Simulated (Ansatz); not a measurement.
# TcB (P-6m2): phonons and vibrational spectra, part 2 of 2

Task: relax TcB (P-6m2), then find its harmonic phonons.

Ansatz 0.2.0; DFT PBEsol, scalar-relativistic, plane waves, PAW.

So far. Step 4 (Tight relaxation): The forces vanish by symmetry and the pressure is -0.001 GPa, within the tolerances set. The cell now holds 10.26 Å³/atom. Step 5 (Zone-centre response): Before it was imposed, the acoustic sum rule was missed by 3.3e-4 eV/Å². Small misses are needed for a sound result but don't prove that mesh and cutoff are converged. The lowest optical mode is real, 543 cm⁻¹. The relaxed cell has a = 2.849, c = 2.918 Å (conventional setting).

## (6) The dispersion

Stability and thermal properties need the whole zone. Linear response on a 3×3×4 q mesh gives force constants as far as a supercell of that size would.

input.yaml

```yaml
crystal:
  lattice:
    - [2.8488483565, 0.0, 0.0]
    - [-1.4244241782, 2.4671750482, 0.0]
    - [0.0, 0.0, 2.9181113937]
  atoms:
    - { symbol: Tc, position: [0.0, 0.0, 0.0] }
    - { symbol: B, position: [0.3333333333, 0.6666666667, 0.5] }
kpoints:
  mp_grid: { grid: [15, 15, 16] }
hamiltonian:
  xc: pbesol
scf:
  occupations: { method: methfessel_paxton, width: 0.15 }
output:
  eigenvalues: true
phonons:
  method: dfpt
  qmesh: [3, 3, 4]
  temperatures: { t_max: 1000, t_step: 50 }
  qpath:
    path:
      - [[0.0, 0.0, 0.0], [0.5, 0.0, 0.0], [0.33333333, 0.33333333, 0.0], [0.0, 0.0, 0.0], [0.0, 0.0, 0.5], [0.5, 0.0, 0.5], [0.33333333, 0.33333333, 0.5], [0.0, 0.0, 0.5]]
      - [[0.5, 0.0, 0.5], [0.5, 0.0, 0.0]]
      - [[0.33333333, 0.33333333, 0.5], [0.33333333, 0.33333333, 0.0]]
    npoints: 10
```

Started as:

```bash
> ansatz run input.yaml --threads 4 --pin off --max-ram 7168MiB --backend cpu --events-out ev --progress --plain --runs-dir out
```

Numbers of over 12 decimals in the logs are rounded to 6 here.

The program printed:

```text
Warning: phonons: the dynamical matrix that this run interpolates holds no multipole term above the dipole-dipole one, and a site of this crystal is no centre of inversion, so its interpolated transverse optical and acoustic branches and sound speeds can stay off near Gamma, and the density of states and the thermodynamics with them. What a run solves at a wave vector of phonons.qpoints, Gamma apart, where the deck admits one, is free of this, and under fd what a larger phonons.supercell samples
[...]
Crystal: 2 atoms, lattice volume = 20.510 Å³
Basis set: ecut = 500 eV, 527 PW (Γ), exchange–correlation on 48×48×48 points (8 copies of the dense FFT grid, shifted against one another)
Bands: 13, of which v1, the nominal top of the filled ones, is band 9 counted from 1 (8 counted from 0)
Symmetry: 12 space group operations
k-points: 243 of 3600 (time reversal used)
[...]
SCF iter   1: F=—  HF=-5491.578805 eV  |F-HF|=—  |Δ(HF+E_count)|=         —  Δρ=9.56e-2  dr2=2.42e0  ethr=3.10e-3  ⟨swp⟩=5.0  Hψ=15336  notcnv=0
[...]
SCF iter   9: F=-5490.993989 eV  HF=-5490.993989 eV  |F-HF|=2.73e-12  |Δ(HF+E_count)|=  2.00e-11  S|Δr|=    0.00e0  Δρ=1.31e-7  dr2=1.90e-12  ethr=1.00e-12  ⟨swp⟩=5.9  Hψ=12926  notcnv=0
SCF 1 converged in 9 iterations: F = -5490.993989 eV  dr2 = 1.90e-12
[...]
SCF iter   1: F=—  HF=-5490.993989 eV  |F-HF|=—  |Δ(HF+E_count)|=         —  Δρ=1.74e-7  dr2=2.55e-12  ethr=3.72e-9  ⟨swp⟩=3.8  Hψ=26158  notcnv=0
eigensolver tolerance schedule: the retry pair's looser diagonalisation over-reported the residual by 262822.15 of it (diagonalisation noise at 0.46 of the residual, at the tolerance the schedule requests for it); recorded, not acted on — ethr = c·dr2/N_el stays at c = 1.0e-1
[...]
SCF iter   2: F=-5490.993989 eV  HF=-5490.993989 eV  |F-HF|=1.82e-12  |Δ(HF+E_count)|=  8.91e-11  S|Δr|=    0.00e0  Δρ=7.22e-8  dr2=1.04e-12  ethr=1.00e-12  ⟨swp⟩=5.9  Hψ=12946  notcnv=0
SCF 2 converged in 2 iterations: F = -5490.993989 eV  dr2 = 1.04e-12
phonons: the bands overlap, so this run is a metal and interpolates without the dipole-dipole term. If the crystal is really an insulator or semiconductor, its LO-TO splitting is missing
NSCF: frozen V_eff on 243 k-points
[...]
DFPT response loops at q = (0, 0, 0) (fractional): preconditioner auto → Kerker (q_TF=auto, 2.670 Å⁻¹) (partly filled bands, converged f_vac=0.000); β = 1.00, the filter's whole step (`scf.mixing.beta` (0.50) is not read by the response loops under this deck's `scf.mixing.preconditioner`; to damp them name `kerker` or `kerker_dos`, under which they read `scf.mixing.beta`, and type it under 1.00, their step now; both keys bind the ground state too); Broyden in place of MSR1
[...]
SCF converged after 9 iterations
[...]
Free energy (F): -5490.993989 eV
[...]
Internal energy: -5490.994795 eV  (E = F + TS)
E sigma→0 (E₀):  -5490.994191 eV
Entropy (-TS):   0.000806 eV (0.403 meV/atom)
Fermi energy:    18.661803 eV
[...]
--- Band table (eV; the first three rows and the last of 243) ---
  k-point 0: bands = [... 5 lower, 14.5297, 16.1420, 16.1420, 20.0198, 20.0198, 21.1153, 26.4954, 26.4954]
  k-point 1: bands = [... 5 lower, 14.5303, 16.1729, 16.1729, 19.9032, 19.9032, 21.0356, 26.5316, 26.5316]
  k-point 2: bands = [... 5 lower, 14.5144, 16.2630, 16.2630, 19.5928, 19.5928, 20.8393, 26.5831, 26.5831]
  k-point 242: bands = [... 5 lower, 12.7037, 14.4947, 17.4629, 18.9621, 21.0169, 25.3739, 26.2335, 27.5343]
--- Phonons (Γ-DFPT): 4 representative perturbations + reference (Σ response iterations 12) ---
  ASR residual: 3.354e-4 → 0.000e0 eV/Å²; symmetrization residual: 9.408e-7 eV/Å²
  ASR residual per site (eV/Å²): 3.35e-4 1.38e-5
  Γ frequencies (cm⁻¹): 0.00 0.00 0.00 542.57 542.57 604.93
--- Phonons (arbitrary-q DFPT): 9 irreducible q on the 3×3×4 mesh ---
  q = [0.0000, 0.0000, 0.0000] (star 1, of the zone-centre solve; hermiticity 1.44e-7, symmetrization 3.05e-11): -0.00 -0.00 0.00 542.57 542.57 604.93
  q = [0.0000, 0.0000, 0.2500] (star 2, 4 solved perturbations in 2912 linear systems a pass and spin channel, the states on 1024 of 3600 k-point pairs; hermiticity 3.89e-8, symmetrization 1.10e-9): 144.27 144.27 216.03 509.83 509.83 680.39
[...]
q = [0.0000, 0.3333, 0.0000] (star 6, 6 solved perturbations on 1080 of 3600 k-point pairs; hermiticity 5.91e-8, symmetrization 3.23e-10): 159.39 206.89 265.77 515.04 590.42 631.28
[...]
sum rule: each row above includes the acoustic sum rule's correction from the zone centre's row sums; it moved no ω² by more than (0.97 cm⁻¹)²
  mesh force constants: q→R imaginary residual 0.00e0; ASR residual 3.354e-4 → 0.000e0 eV/Å²; symmetrization residual 2.487e-14 eV/Å²
  interpolated dispersion: 93 rows × 6 modes
  density of states and harmonic sums: on the 27×27×24 q-mesh, interpolated from the force constants of a 3×3×4 supercell (no non-analytic term)
  largest difference from the sums on the solved wave vectors: F 1.62e-2 eV, S 2.34e-5 and C_V 7.17e-6 eV/K
  zero-point energy: 0.148622 eV/cell   skipped modes (ω ≤ 0): 3   left out of the sums: 2.86e-5 of the cell's modes: C_V's classical limit lies that fraction below 3 k_B per atom; for a crystal, a wire or a layer, F and S can be off by more, and a phonons.interpolated_qmesh denser along its periods is the remedy for the sampling
```

Wall time 5.6 min (4 threads of Arm Neoverse V1, shared host); peak memory 1.7 GiB; 22 min of CPU time.

This step gave:

```
sum-rule residual before enforcement                       : 3.35e-4 eV/Å²
lowest frequency on the path                               : 0 cm⁻¹
highest frequency on the path or at a solved wavevector    : 716.2 cm⁻¹
mean frequency                                             : 399.6 cm⁻¹
Debye temperature (second moment)                          : 815 K
logarithmic mean frequency                                 : 354.8 cm⁻¹
lowest mode on the q mesh (acoustic modes at Γ apart)      : 144.3 cm⁻¹
zero-point energy per atom                                 : 74.31 meV
heat capacity at 300 K                                     : 18.19 J/(mol atoms K)
vibrational entropy at 300 K                               : 15.62 J/(mol atoms K)
edges of the widest gap between branches, on path and mesh : 301.4, 464.4 cm⁻¹
```

Frequencies (cm⁻¹) solved at each irreducible wavevector; negative means imaginary. Frequencies by wavevector, by row:

| q in reciprocal lattice units | star | mode 1 | mode 2 | mode 3 | mode 4 | mode 5 | mode 6 |
| --- | --- | --- | --- | --- | --- | --- | --- |
| 0 0 0 | 1 | 0 | 0 | 0 | 542.6 | 542.6 | 604.9 |
| 0 0 0.25 | 2 | 144.3 | 144.3 | 216 | 509.8 | 509.8 | 680.4 |
| 0 0 -0.5 | 1 | 225.2 | 225.2 | 287.9 | 464.4 | 464.4 | 716.2 |
| 0 0.3333 0 | 6 | 159.4 | 206.9 | 265.8 | 515 | 590.4 | 631.3 |
| 0 0.3333 0.25 | 12 | 204 | 210.8 | 279.5 | 506 | 548.7 | 666 |
| 0 0.3333 -0.5 | 6 | 228.8 | 248.5 | 255.7 | 515.7 | 525.8 | 674.2 |
| 0.3333 0.3333 0 | 2 | 230.6 | 253.2 | 285.8 | 507.4 | 594.5 | 648.2 |
| 0.3333 0.3333 0.25 | 4 | 239 | 251.1 | 268.9 | 505.9 | 567.6 | 623.8 |
| 0.3333 0.3333 -0.5 | 2 | 218.2 | 245.8 | 272.6 | 546.1 | 547.5 | 613.8 |

Interpolated from a 3×3×4 q mesh, rough between the solved points. Phonon branches along the path, in cm⁻¹:

| point | branch 1 | branch 2 | branch 3 | branch 4 | branch 5 | branch 6 |
| --- | --- | --- | --- | --- | --- | --- |
| Γ | 0 | 0 | 0 | 543 | 543 | 605 |
| halfway | 132 | 165 | 221 | 526 | 575 | 623 |
| M | 181 | 244 | 301 | 503 | 605 | 639 |
| halfway | 205 | 248 | 294 | 506 | 599 | 644 |
| K | 231 | 253 | 286 | 507 | 594 | 648 |
| halfway | 156 | 186 | 239 | 523 | 580 | 628 |
| Γ | 0 | 0 | 0 | 543 | 543 | 605 |
| halfway | 144 | 144 | 216 | 510 | 510 | 680 |
| A | 225 | 225 | 288 | 464 | 464 | 716 |
| halfway | 242 | 243 | 247 | 499 | 509 | 693 |
| L | 221 | 251 | 263 | 532 | 541 | 650 |
| halfway | 220 | 248 | 268 | 538 | 545 | 632 |
| H | 218 | 246 | 273 | 546 | 548 | 614 |
| halfway | 235 | 244 | 253 | 507 | 518 | 682 |
| A | 225 | 225 | 288 | 464 | 464 | 716 |
| jump to L | 221 | 251 | 263 | 532 | 541 | 650 |
| halfway | 225 | 232 | 284 | 503 | 556 | 659 |
| M | 181 | 244 | 301 | 503 | 605 | 639 |
| jump to H | 218 | 246 | 273 | 546 | 548 | 614 |
| halfway | 239 | 251 | 269 | 506 | 568 | 624 |
| K | 231 | 253 | 286 | 507 | 594 | 648 |

The phonon branches as a text plot (rows in cm⁻¹):

```
    701 |                      *******            ***
    671 |                     *       **        **     **
    642 |    ***********                ****  **     **  **   ***
    612 |**** *****     ******              **            ****
    582 |   **     ******                                *    ***
    552 |***             ****           ********     ****  ***
    522 |  ****    *******   **      ******    ***   ***    **
    492 |      ****            **   **            *     ***   ***
    463 |                        ***               **
    433 |
    403 |
    373 |
    343 |
    313 |       *                                         *
    283 |     ** ******          ***       ****    **  *** ** ***
    254 |    * ******* *       **   ***************  **  ********
    224 |   * *   ******         **** *******************  *** **
    194 |  * *  **    * *     * *                        **
    164 |   ****       ***     *
    134 |  **           *
    104 | **             **  **
     75 | *               *
     45 |**                ***
     15 |                   *
         Γ     M    K       Γ     A      L   H      A|L   M|H   K
```

Tetrahedra on a 27×27×24 mesh, mean over bins of 10 cm-1. Interpolated from a 3×3×4 q mesh, rough between the solved points. Phonon density of states against wavenumber; read off at these points:

| wavenumber (cm⁻¹) | phonon density of states (1/cm⁻¹/cell) |
| --- | --- |
| 5 | 0 |
| 35 | 1.6e-4 |
| 75 | 8.2e-4 |
| 105 | 0.00177 |
| 145 | 0.00421 |
| 175 | 0.00858 |
| 205 | 0.0170 |
| 225 | 0.0363 |
| 245 | 0.0270 |
| 265 | 0.0302 |
| 275 | 0.0215 |
| 305 | 1.5e-4 |
| 345 | 0 |
| 375 | 0 |
| 415 | 0 |
| 445 | 0 |
| 475 | 0.00206 |
| 505 | 0.0489 |
| 515 | 0.0265 |
| 545 | 0.0213 |
| 575 | 0.00944 |
| 615 | 0.00284 |
| 645 | 0.0267 |
| 685 | 0.00522 |
| 715 | 0.00122 |

Phonopy on the run's constants, 21x21x19 mesh, Gaussian sigma 5.4 cm-1. Interpolated from a 3×3×4 q mesh, rough between the solved points. Partial phonon density of states against wavenumber; read off at these points; values in 1/cm⁻¹/cell:

| wavenumber (cm⁻¹) | B | Tc |
| --- | --- | --- |
| 0.0 | 0 | 2.0e-5 |
| 20.0 | 3.0e-6 | 2.2e-5 |
| 40.0 | 2.5e-5 | 2.3e-4 |
| 60.0 | 5.4e-5 | 5.0e-4 |
| 80.0 | 8.9e-5 | 8.8e-4 |
| 100.0 | 1.7e-4 | 0.00162 |
| 120.0 | 2.4e-4 | 0.00242 |
| 140.0 | 3.4e-4 | 0.00356 |
| 160.0 | 4.9e-4 | 0.00556 |
| 180.0 | 7.9e-4 | 0.00925 |
| 200.0 | 0.00110 | 0.0144 |
| 220.0 | 0.00274 | 0.0322 |
| 223.4 | 0.00264 | 0.0325 |
| 240.0 | 8.6e-4 | 0.0243 |
| 260.0 | 6.8e-4 | 0.0258 |
| 280.0 | 2.6e-4 | 0.0199 |
| 300.0 | 1.8e-5 | 0.00312 |
| 320.0 | 0 | 0 |
| 340.0 | 0 | 0 |
| 360.0 | 0 | 0 |
| 380.0 | 0 | 0 |
| 400.0 | 0 | 0 |
| 420.0 | 0 | 0 |
| 440.0 | 0 | 0 |
| 460.0 | 2.1e-4 | 0 |
| 480.0 | 0.00288 | 7.4e-5 |
| 500.0 | 0.0259 | 0.00162 |
| 504.5 | 0.0362 | 0.00232 |
| 520.0 | 0.0223 | 0.00135 |
| 540.0 | 0.0188 | 0.00165 |
| 560.0 | 0.0109 | 7.0e-4 |
| 580.0 | 0.00888 | 2.6e-4 |
| 600.0 | 0.00441 | 5.0e-5 |
| 620.0 | 0.00481 | 3.6e-4 |
| 640.0 | 0.0201 | 7.0e-4 |
| 647.4 | 0.0226 | 7.6e-4 |
| 660.0 | 0.0135 | 5.5e-4 |
| 680.0 | 0.00583 | 2.1e-4 |
| 700.0 | 0.00371 | 7.9e-5 |
| 720.0 | 5.3e-4 | 0 |
| 740.0 | 0 | 0 |

Second derivatives of the energy by pair, one row for each kind of neighbour of each atom listed. Each entry sums the pair over the periodic images of the supercell that the q mesh stands for, and in a polar crystal it holds the long-range dipole part too. Force constants by pair, by row:

| atom | neighbour | distance (Å) | third of the trace (eV/Å²) | along the pair's line (eV/Å²) |
| --- | --- | --- | --- | --- |
| Tc1 | itself | 0 | 24.18 | – |
| Tc1 | B | 2.199 | -1.903 | -5.057 |
| Tc1 | Tc | 2.849 | -1.175 | -2.907 |
| Tc1 | Tc | 2.918 | -1.26 | -1.834 |
| Tc1 | B | 3.599 | -0.0124 | -0.2203 |
| Tc1 | Tc | 4.078 | -0.2023 | -0.6034 |
| Tc1 | B | 4.59 | -0.0139 | -0.0454 |
| Tc1 | B | 4.676 | -0.0458 | 0.0031 |
| Tc1 | Tc | 4.934 | -0.1455 | -0.2561 |
| B2 | itself | 0 | 12.64 | – |
| B2 | Tc | 2.199 | -1.903 | -5.057 |
| B2 | B | 2.849 | -0.0474 | -0.4977 |
| B2 | B | 2.918 | 0.0732 | -0.402 |
| B2 | Tc | 3.599 | -0.0124 | -0.2203 |
| B2 | B | 4.078 | -0.0685 | -0.3049 |
| B2 | Tc | 4.59 | -0.0139 | -0.0454 |
| B2 | Tc | 4.676 | -0.0458 | 0.0031 |
| B2 | B | 4.934 | -0.1066 | -0.0534 |

Harmonic thermodynamic functions per atom, from the density of states. Interpolated from a 3×3×4 q mesh, rough between the solved points. Thermodynamic functions, by row:

| T (K) | F_vib (meV/atom) | S (J/mol-atom/K) | C_V (J/mol-atom/K) |
| --- | --- | --- | --- |
| 0 | 74.31 | 0 | 0 |
| 50 | 74.28 | 0.317 | 1.125 |
| 100 | 73.62 | 2.501 | 5.856 |
| 200 | 67.67 | 9.136 | 13.63 |
| 300 | 54.77 | 15.62 | 18.19 |
| 400 | 35.6 | 21.22 | 20.64 |
| 500 | 11.07 | 25.99 | 22.01 |
| 600 | -18.03 | 30.08 | 22.83 |
| 700 | -51.09 | 33.64 | 23.36 |
| 800 | -87.62 | 36.78 | 23.71 |
| 900 | -127.2 | 39.59 | 23.96 |
| 1000 | -169.6 | 42.13 | 24.14 |

Harmonic mean-square displacement, third of the trace. Interpolated from a 3×3×4 q mesh, rough between the solved points. Mean square displacements, by row:

| T (K) | Tc1 U_eq (Å²) | B2 U_eq (Å²) |
| --- | --- | --- |
| 0 | 7.80e-4 | 0.00303 |
| 100 | 9.10e-4 | 0.00314 |
| 300 | 0.00182 | 0.00413 |
| 600 | 0.00345 | 0.00663 |

Symmetry leaves 9 wavevectors to solve. The lowest mode among them, the acoustic zeros apart, lies at q = (0, 0, 0.25) and is real, 144 cm⁻¹.

## (7) Isotope substitution

An isotope changes the mass and not the force constants, so no new electronic calculation is needed; the shifts show which modes move this element.

The same force constants with the mass of B changed from 10.810 to 10.013 u (phonopy, no LO-TO term). Both lists are sorted by frequency; levels can cross, so a row need not hold one and the same mode. Modes under 3 cm⁻¹ are left out. Isotope shifts, by row:

| q | rank | natural mass (cm⁻¹) | changed mass (cm⁻¹) |
| --- | --- | --- | --- |
| 0 0 0 | 4 | 542.6 | 561.7 |
| 0 0 0 | 5 | 542.6 | 561.7 |
| 0 0 0 | 6 | 604.9 | 626.2 |
| 0 0 0.25 | 1 | 144.3 | 144.7 |
| 0 0 0.25 | 2 | 144.3 | 144.7 |
| 0 0 0.25 | 3 | 216 | 216.4 |
| 0 0 0.25 | 4 | 509.8 | 528.3 |
| 0 0 0.25 | 5 | 509.8 | 528.3 |
| 0 0 0.25 | 6 | 680.4 | 705.9 |
| 0 0 -0.5 | 1 | 225.2 | 225.2 |
| 0 0 -0.5 | 2 | 225.2 | 225.2 |
| 0 0 -0.5 | 3 | 287.9 | 287.9 |
| 0 0 -0.5 | 4 | 464.4 | 482.5 |
| 0 0 -0.5 | 5 | 464.4 | 482.5 |
| 0 0 -0.5 | 6 | 716.2 | 744.2 |
| 0 0.3333 0 | 1 | 159.4 | 159.9 |
| 0 0.3333 0 | 2 | 206.9 | 207.2 |
| 0 0.3333 0 | 3 | 265.8 | 266 |
| 0 0.3333 0 | 4 | 515 | 533.3 |
| 0 0.3333 0 | 5 | 590.4 | 613 |
| 0 0.3333 0 | 6 | 631.3 | 654.8 |

A mode of this element alone would shift by +3.90 %. The highest zone-centre frequency without the field goes from 604.9 to 626.2 cm⁻¹ (+3.5 %). The product of the frequency ratios over all optical modes at Γ is 1.109; the product rule, (m/m′)^(3k/2) (M′/M)^(3/2) with k = 1 such atoms and M the mass of the cell, gives 1.109.

## (8) Results

| Item | Value |
| --- | --- |
| space group after relaxation (within 0.01 Å) | P-6m2 |
| volume per atom | 10.3 Å³ |
| electronic character | no gap on this mesh |
| highest optical mode at the zone centre (no LO-TO term) | 605 cm⁻¹ |
| lowest optical zone-centre mode | 543 cm⁻¹ |
| lowest mode on the q mesh (acoustic modes at Γ apart) | 144 cm⁻¹ |
| highest frequency on the path or at a solved wavevector | 716 cm⁻¹ |
| zero-point energy per atom | 74.3 meV |
| heat capacity at 300 K | 18.2 J/(mol atoms K) |
| vibrational entropy at 300 K | 15.6 J/(mol atoms K) |
| Debye temperature (second moment) | 815 K |
| imaginary modes on the 3×3×4 q mesh | none |

**Reading.** The structure is a minimum as far as tested: no mode is imaginary at the 9 irreducible wavevectors of the 3×3×4 mesh, and the softest away from the acoustic zeros lies at 144 cm⁻¹. The optical modes at Γ span 543 to 605 cm⁻¹. The highest mode in this list at Γ, 604.9 cm⁻¹, is mostly motion of B (90 % of the kinetic energy). On the path and the mesh, the widest gap between branches runs from 301 to 464 cm⁻¹. The q mesh stands for a supercell only 8.5 Å across, so branches between the solved wavevectors are rough. With no gap, or one that is small against the smearing, the frequencies hang on the k mesh and the smearing, most of all near Kohn anomalies. These are harmonic frequencies at zero temperature: anharmonic shifts, linewidths and thermal expansion are left out.

[Logs are printed without paths, hosts, clocks, repeated set-up lines and the standing remarks that a program may print on its own settings, such as how far it seeks lower states.]

[Hosts, paths, dates, database ids (printed as entryN), source tags and the programs' standing remarks are cut or masked in the printed files.]
